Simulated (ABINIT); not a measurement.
An input for ABINIT 10.8.3 (Li2H6Pt (Fm-3m)):

```
acell 3*1.0 Angstrom
rprim 
  0.000000000000 3.324927160000 3.324927160000
  3.324927160000 0.000000000000 3.324927160000
  3.324927160000 3.324927160000 0.000000000000
ntypat 3
znucl 3 1 78
natom 9
typat 1 1 2 2 2 2 2 2 3
xred 
  0.750000000000 0.750000000000 0.750000000000
  0.250000000000 0.250000000000 0.250000000000
  0.754787880000 0.754787880000 0.245212120000
  0.245212120000 0.754787880000 0.245212120000
  0.754787880000 0.245212120000 0.245212120000
  0.245212120000 0.245212120000 0.754787880000
  0.754787880000 0.245212120000 0.754787880000
  0.245212120000 0.754787880000 0.754787880000
  0.000000000000 0.000000000000 0.000000000000
pp_dirpath "pseudos"
pseudos "Li.upf, H.upf, Pt.upf"
ecut 34
ngkpt 4 4 4
nshiftk 1
shiftk 0 0 0
kptopt 1
chksymbreak 0
istwfk *1
occopt 1
irdwfk 1
optdriver 4
nband 70
gwcalctyp 0
ecutsigx 34
symsigma 1
nkptgw 3
kptgw 
  -0.2500000000 0.2500000000 0.0000000000
  0.5000000000 0.5000000000 0.0000000000
  0.0000000000 0.0000000000 0.0000000000
bdgw 
  14 17
  14 17
  13 19
ecuteps 4.5
irdscr 1
ppmodel 4
indata_prefix "in"
outdata_prefix "out"
tmpdata_prefix "tmp"
```

```sh
OMP_NUM_THREADS=1 mpirun -n 4 abinit run.abi > log
```

How long will it take on 4 MPI ranks of Intel Xeon Platinum 8375C at 2.90GHz (Ice Lake), shared host, and how much memory?

It took 16 s; on shared hardware allow 8.1 s to 33 s. Peak host memory was 1.1 GiB.

[Paths, hosts, dates, memory and timing lines, banners, echoed tables and standing remarks are left out of the program output.]

[Logs are printed without paths, hosts, clocks, repeated set-up lines and the standing remarks that a program may print on its own settings, such as how far it seeks lower states.]

[Runs of the session that timed out or met a known fault of the program may be left out.]

[Hosts, paths, dates, database ids (printed as entryN), source tags and the programs' standing remarks are cut or masked in the printed files.]

[G0W0 gaps are taken among the corrected bands and points alone; a level outside them can change the order at an edge.]

[Where Ansatz stands beside ABINIT at settings called matched, ABINIT's density can come from a denser mesh and the files from another edition; pairs whose starting gaps differed by over 0.03 eV were left out, so agreement reads better than it is.]
